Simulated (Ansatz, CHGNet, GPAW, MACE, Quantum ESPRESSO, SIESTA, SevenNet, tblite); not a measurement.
**tblite runs on random packing of B (63 atoms)**

How do the settings of tblite change the result for random packing of B (63 atoms)? A plane-wave run serves as the yardstick.

Program: tblite 0.8.0. Level of theory: the method is named at each step. Results are calculated unless marked as measured.

### Step 1. Starting point

The cell holds 63 atoms: 63 B. Its edges and angles: a = 8.151 Å, b = 8.151 Å, c = 8.151 Å, α = 90.0°, β = 90.0°, γ = 90.0°. 63 atoms (63 B) packed at random in a cube at 2.09 g/cm³ and pushed apart as soft spheres; a start for melting by ab initio MD, not an equilibrated structure. Then every atom was moved at random, 0.05 Å r.m.s. a Cartesian component.

The yardstick, on the same geometry:

```
method                 : Kohn-Sham DFT, PBE, PAW, plane waves (Ansatz 0.2.0); cutoff 420 eV, Γ point, fermi-dirac smearing of 0.05 eV; PAW set soft_2
r.m.s. force component : 1.28 eV/Å
longest force          : 6.839 eV/Å
pressure               : -20.64 GPa
SCF cycles             : 8
time                   : 2.4 s on 4 threads of Arm Neoverse V2, shared host
CPU time               : 8.7 s
```

### Step 2. GFN1-xTB

Method: GFN1-xTB tight binding, diagonalisation.

Contents of run.py:

```python
import numpy as np
from ase.io import read
from tblite.ase import TBLite

atoms = read("structure.xyz")
atoms.calc = TBLite(method="GFN1-xTB", electronic_temperature=580, accuracy=1.0, max_iterations=250, mixer_damping=0.1, verbosity=1)
energy = atoms.get_potential_energy()
forces = atoms.get_forces()
print(f"energy {energy:.6f} eV")
print("forces (eV/A)")
for i, (a, f) in enumerate(zip(atoms, forces)):
    print(f"{i:4d} {a.symbol:2s} {f[0]:10.5f} {f[1]:10.5f} {f[2]:10.5f}")
stress = -atoms.get_stress(voigt=False) * 160.21766
print("stress (GPa, compression positive)")
for row in stress:
    print(" ".join(f"{x:10.4f}" for x in row))
print("charges (e)")
print(np.array2string(atoms.get_charges(), precision=4, suppress_small=True, max_line_width=110, threshold=100000))
```

Contents of structure.xyz:

```xyz
63
Lattice="8.15130 0.00000 0.00000 0.00000 8.15130 0.00000 0.00000 0.00000 8.15130" Properties=species:S:1:pos:R:3 pbc="T T T"
B 5.95933 5.97344 4.78400
B 1.29043 5.25343 7.27618
B 4.74968 0.37227 6.34579
B 7.92526 5.66149 8.10280
B 6.47890 3.16792 6.27047
B 4.08820 5.57255 4.59472
B 1.45786 0.76394 0.53106
B 0.42933 3.27878 4.06187
B 6.40643 2.96789 0.02951
B 5.95909 6.50042 0.72685
B 3.12317 2.05054 3.22164
B 1.95925 7.41059 5.39714
B 7.47539 4.73110 5.39820
B 1.54516 2.18708 1.97074
B 3.95729 5.81220 0.67468
B 0.13417 7.79916 0.29736
B 7.48721 5.34424 3.96324
B 5.18186 2.15594 5.92779
B 5.84921 4.76020 0.78049
B 4.17640 1.96300 7.75034
B 2.54484 2.02429 6.35899
B 2.98321 5.29981 7.02259
B 0.09912 1.39876 1.75098
B 5.97996 1.75180 3.87578
B 1.03285 6.48037 4.20191
B 4.52038 3.92990 1.61510
B 3.15349 7.03694 7.55960
B 7.08364 0.81081 7.88060
B 4.74830 1.89599 2.18292
B 6.70550 7.99667 5.01688
B 5.68716 0.17305 3.36404
B 3.00913 5.11087 2.54321
B 0.83347 8.02911 3.12439
B 0.10915 6.03718 5.87489
B 1.88238 6.73143 2.63548
B 4.80568 7.84489 1.68096
B 1.60825 3.19906 7.86421
B 7.36046 0.94392 3.87260
B 7.98452 5.90496 1.71846
B 4.72718 3.64771 4.78123
B 6.00229 4.47368 3.95558
B 6.62603 2.38841 1.95566
B 1.99438 3.58103 3.12985
B 3.00987 2.05502 1.00457
B 7.30813 7.41418 6.42746
B 5.35337 0.63971 0.04059
B 2.09488 6.13410 0.54361
B 5.14176 6.24227 7.06489
B 3.69555 0.05926 3.90879
B 3.82239 1.93015 5.15317
B 6.86723 4.60043 7.47393
B 1.99014 0.88980 4.06644
B 1.26435 4.68537 0.73639
B 5.85435 6.16801 2.95509
B 2.36966 5.04451 4.41083
B 2.56627 7.87587 1.43903
[... 3 atom lines left out ...]
B 0.73174 1.74764 5.13027
B 0.06342 4.21153 1.60092
B 7.00156 0.27666 2.08779
B 3.57915 6.98020 5.50816
```

Run with:

```console
OMP_NUM_THREADS=1 python run.py > output.txt
```

The program printed:

```text
------------------------------------------------------------
  cycle        total energy    energy error   density error
------------------------------------------------------------
      1     -87.12984602573  -8.7552744E+01   8.2700314E-01
      2     -87.18256768199  -5.2721656E-02   7.4260535E-01
      3     -87.07218654948   1.1038113E-01   1.1200823E-01
      4     -87.17593680084  -1.0375025E-01   4.8541845E-02
      5     -87.19933321300  -2.3396412E-02   1.7589813E-02
      6     -87.20076430788  -1.4310949E-03   9.4708803E-03
      7     -87.20131695337  -5.5264549E-04   2.3889501E-03
      8     -87.20134971495  -3.2761578E-05   1.3499792E-03
      9     -87.20136115080  -1.1435851E-05   5.1516728E-04
     10     -87.20136217426  -1.0234598E-06   2.6070001E-04
     11     -87.20136252063  -3.4636572E-07   1.0474346E-04
     12     -87.20136257369  -5.3059722E-08   5.4721751E-05
     13     -87.20136258073  -7.0424875E-09   3.3110034E-05
     14     -87.20136258223  -1.4993731E-09   1.9348926E-05
------------------------------------------------------------
 total:                                   0.834 sec
energy -2372.869939 eV
forces (eV/A)
   0 B    -1.29483    3.05021   -0.37824
   1 B     0.99420    1.26440   -2.33925
   2 B     0.22782   -0.80589    0.68509
   3 B     1.00951    1.36706   -0.79348
   4 B     0.58539    0.92802   -0.58469
   5 B    -0.69830   -1.40487    0.70376
   6 B     0.14765   -1.82664   -1.14285
   7 B     0.65765   -0.33417    1.06444
   8 B    -0.24800   -0.66557    1.67428
   9 B    -3.30750   -0.48601    0.87972
  10 B     0.30580   -0.14416   -0.22224
  11 B    -0.60728    0.66502   -0.55172
  12 B    -1.39502   -4.27081    2.54847
  13 B     2.13123    1.67304    0.18166
  14 B     0.05287   -1.65701   -0.71716
  15 B    -0.82292    1.03399   -0.95905
  16 B     1.46409    1.78037   -3.85623
  17 B     2.14656    0.98409    0.99446
  18 B    -3.18328   -0.84359    1.12509
  19 B    -0.18653   -0.35120    1.39524
  20 B    -0.32371    2.87626    0.59055
  21 B     0.82489    0.39698    0.58542
  22 B    -1.24052   -0.49421    0.74750
  23 B    -0.15562    1.52994   -1.26594
[...]
55 B     0.39475   -1.87593   -0.76852
  56 B     1.85138   -2.25300   -0.76289
  57 B     1.04738    0.18599   -0.96860
  58 B     1.13880    0.82293    1.12117
  59 B     0.16029   -0.50439    0.26552
  60 B    -2.66765    0.54320    2.52273
  61 B     1.64538    0.03975    0.99837
  62 B    -0.02718    1.50801    0.61461
stress (GPa, compression positive)
  -10.1200    -0.6777     4.6795
   -0.6777    -7.4036     0.9917
    4.6795     0.9917    -5.6556
charges (e)
[ 0.0531  0.0156  0.0295  0.0629 -0.0454 -0.0256  0.0013  0.0082  0.055   0.0159  0.0164 -0.0039  0.0191
  0.0441  0.0517  0.0156  0.0696 -0.0018  0.0086 -0.0201 -0.0688 -0.0686  0.049   0.0093 -0.0687 -0.1056
  0.0338  0.0172  0.0078 -0.0313  0.024  -0.0419  0.0207 -0.0061  0.0172 -0.0433 -0.0361  0.0133 -0.0674
 -0.0014  0.0247 -0.0622 -0.058   0.0496 -0.0488 -0.0465  0.0764 -0.0486  0.0642  0.0421  0.0236 -0.0326
  0.0489 -0.01    0.0521 -0.0543 -0.02   -0.038   0.0902 -0.0489 -0.0464  0.0389 -0.0196]
```

Run time: 1.3 s. Hardware: 1 thread of Arm Neoverse V2, shared host; peak memory 0.1 GiB.

Banners, paths, timers and routine set-up lines are dropped from the logs unmarked, and long logs keep their key lines alone; longer cuts are marked.

Against the reference:

* r.m.s. force component: 1.298 eV/Å
* r.m.s. difference of force components: 665.7 meV/Å
* longest difference of force vectors: 2148 meV/Å
* force difference over r.m.s. force: 52.03 %
* slope of forces against the reference's: 0.8792
* correlation of force components: 0.8667
* pressure: -7.726 GPa
* pressure difference: 12.91 GPa

Local excerpt of 11 atoms (numbers count through the whole input) about B19, picked at random; x, y, z are measured from there.

| atom | x | y | z | distance (Å) | Mulliken charge (e) | Fx | Fy | Fz (eV/Å) |
| --- | --- | --- | --- | --- | --- | --- | --- | --- |
| B19 | 0.00 | 0.00 | 0.00 | 0.00 | 0.01 | -3.18 | -0.84 | 1.13 |
| B10 | 0.11 | 1.74 | -0.05 | 1.74 | 0.02 | -3.31 | -0.49 | 0.88 |
| B26 | -1.33 | -0.83 | 0.83 | 1.78 | -0.11 | -0.19 | 2.15 | -0.30 |
| B51 | 1.02 | -0.16 | -1.46 | 1.79 | 0.02 | -2.15 | -0.43 | -0.18 |
| B9 | 0.56 | -1.79 | -0.75 | 2.02 | 0.06 | -0.25 | -0.67 | 1.67 |
| B15 | -1.89 | 1.05 | -0.11 | 2.17 | 0.05 | 0.05 | -1.66 | -0.72 |
| B4 | 2.08 | 0.90 | -0.83 | 2.41 | 0.06 | 1.01 | 1.37 | -0.79 |
| B48 | -0.71 | 1.48 | -1.87 | 2.49 | -0.05 | 0.56 | 0.18 | 0.61 |
| B61 | 2.37 | -0.55 | 0.82 | 2.56 | -0.05 | -2.67 | 0.54 | 2.52 |
| B54 | 0.01 | 1.41 | 2.17 | 2.59 | -0.01 | 0.46 | -0.32 | 0.45 |
| B39 | 2.14 | 1.14 | 0.94 | 2.60 | -0.07 | -1.20 | -0.48 | 0.99 |

Atoms are counted from 1 here, from 0 in the log.

Forces lie 52 % from the reference's, at 0.15 times its CPU time (on 1 against 4 cores).

### Step 3. GFN2-xTB

Method: GFN2-xTB tight binding, diagonalisation.

run.py: that of step 2 with these lines changed.

```diff
@@ -5,3 +5,3 @@
 atoms = read("structure.xyz")
-atoms.calc = TBLite(method="GFN1-xTB", electronic_temperature=580, accuracy=1.0, max_iterations=250, mixer_damping=0.1, verbosity=1)
+atoms.calc = TBLite(method="GFN2-xTB", electronic_temperature=580, accuracy=1.0, max_iterations=250, mixer_damping=0.1, verbosity=1)
 energy = atoms.get_potential_energy()
```

structure.xyz is that of step 2.

The program printed:

```text
------------------------------------------------------------
  cycle        total energy    energy error   density error
------------------------------------------------------------
      1     -69.49962086765  -6.9917087E+01   5.5538766E-01
      2     -70.07802217942  -5.7840131E-01   4.9028776E-01
      3     -69.38248761331   6.9553457E-01   1.9046017E-01
      4     -70.88833254488  -1.5058449E+00   8.5724809E-02
      5     -71.15518311341  -2.6685057E-01   7.1970000E-02
      6     -71.12125001141   3.3933102E-02   6.1793969E-02
[...]
24     -71.17761008345  -9.8871297E-08   3.1990664E-05
     25     -71.17761009086  -7.4015816E-09   2.6724335E-05
     26     -71.17761009347  -2.6151241E-09   1.6108050E-05
------------------------------------------------------------
 total:                                   4.563 sec
energy -1936.841425 eV
forces (eV/A)
   0 B    -1.12046    2.28815   -0.12011
   1 B     1.32383    1.12637   -1.45584
   2 B     0.29641   -0.73181    0.34218
   3 B     1.24153    0.76040   -0.77648
   4 B     0.72431    1.09732   -0.13117
   5 B    -0.80897   -1.39543    0.70154
[...]
60 B    -2.51847    0.71552    2.23994
  61 B     2.10702    0.79431    1.41466
  62 B    -0.25037    1.13594    0.33553
stress (GPa, compression positive)
   14.8308    -1.2686     4.9914
   -1.2686    17.9367     2.0023
    4.9914     2.0023    21.3735
charges (e)
[ 0.0329  0.0065  0.0036  0.0345 -0.0312 -0.0181  0.01    0.0054  0.0248  0.0097  0.0117 -0.0128  0.0115
  0.0311  0.0162  0.0123  0.0385  0.0041 -0.0035 -0.0187 -0.0262 -0.0383  0.0245  0.0116 -0.0398 -0.059
  0.0161  0.0051  0.0042 -0.0227  0.0173 -0.0252  0.018  -0.0052  0.0038 -0.0198 -0.0257  0.0121 -0.024
 -0.0057  0.0093 -0.0281 -0.0225  0.0177 -0.0206 -0.0104  0.0399 -0.0332  0.0143  0.0348  0.0138 -0.0162
  0.0266 -0.0024  0.0209 -0.018  -0.003  -0.029   0.0366 -0.0235 -0.023   0.0326 -0.0063]
```

Run time: 5 s. Hardware: 1 thread; peak memory 0.1 GiB.

Against the reference:

```yaml
r_m_s_force_component: 1.234 eV/Å
r_m_s_difference_of_force_components: 745.9 meV/Å
longest_difference_of_force_vectors: 2326 meV/Å
force_difference_over_r_m_s_force: 58.3 %
slope_of_forces_against_the_reference_s: 0.7948
correlation_of_force_components: 0.8244
pressure: 18.05 GPa
pressure_difference: 38.68 GPa
```

Against the first run (52 %), the force difference from the reference is 58 %, at 3.8 times the CPU time (26 SCF steps against 14).

### Step 4. Side by side

Differences are against the plane-wave reference, forces as r.m.s. over components; share is that over the reference's r.m.s. force, slope the least-squares factor from reference forces to these. Total energies of different programs have different zeros and aren't compared.

| run | Δ force, r.m.s. (meV/Å) | share (%) | slope | Δ pressure (GPa) | cores | CPU time | memory (GiB) |
| --- | --- | --- | --- | --- | --- | --- | --- |
| reference | - | - | - | - | 4 | 8.7 s | 0.6 |
| tblite GFN1-xTB | 666 | 52.0 | 0.879 | 12.9 | 1 | 1.3 s | 0.1 |
| tblite GFN2-xTB | 746 | 58.3 | 0.795 | 38.7 | 1 | 5 s | 0.1 |

CPU time is summed over cores on a shared host, where runs went side by side, so it is rough. Symmetry, cutoffs, thresholds, outputs and thread counts weren't matched or tuned between programs; memory under MPI is the largest rank's times the ranks.

### Step 5. Outcome

| Property | Result |
| --- | --- |
| nearest in forces | tblite GFN1-xTB, 52 % |
| its CPU time | 1.3 s |

In words: Tight binding differs by 52 % (tblite GFN1-xTB) to 58 % (tblite GFN2-xTB); it is another model, with fitted parameters of its own, and the xTB methods hold dispersion. One electronic-structure run takes under half the reference's CPU time: tblite GFN1-xTB, at 52 % in 1.3 s against 8.7 s; its pressure misses by +12.9 GPa. Periodic xTB results under one method name differ between programs and library versions. The electron count is odd in Ansatz plane waves (reference), and they have no spin polarisation, so the unpaired electron is spread evenly over both spins. The reference's stress is far from hydrostatic: its diagonal is -16.7, -20.5, -24.7 GPa, compression counted positive. The reference's pressure of -21 GPa says that the cell would shrink at this level of theory. The electron count is odd and the run has no spin polarisation, so levels at the top are partly filled by construction. The electronic-structure runs sample only Γ, in a cell whose shortest periodic width is 8 Å, which is coarse for a cell with partly filled levels.

[Also dropped from logs without a mark: logging warnings of Python, and SIESTA's first energy breakdown and zero terms.]

[Logs are printed without paths, hosts, clocks, repeated set-up lines and the standing remarks that a program may print on its own settings, such as how far it seeks lower states.]

[Hosts, paths, dates, database ids (printed as entryN), source tags and the programs' standing remarks are cut or masked in the printed files.]
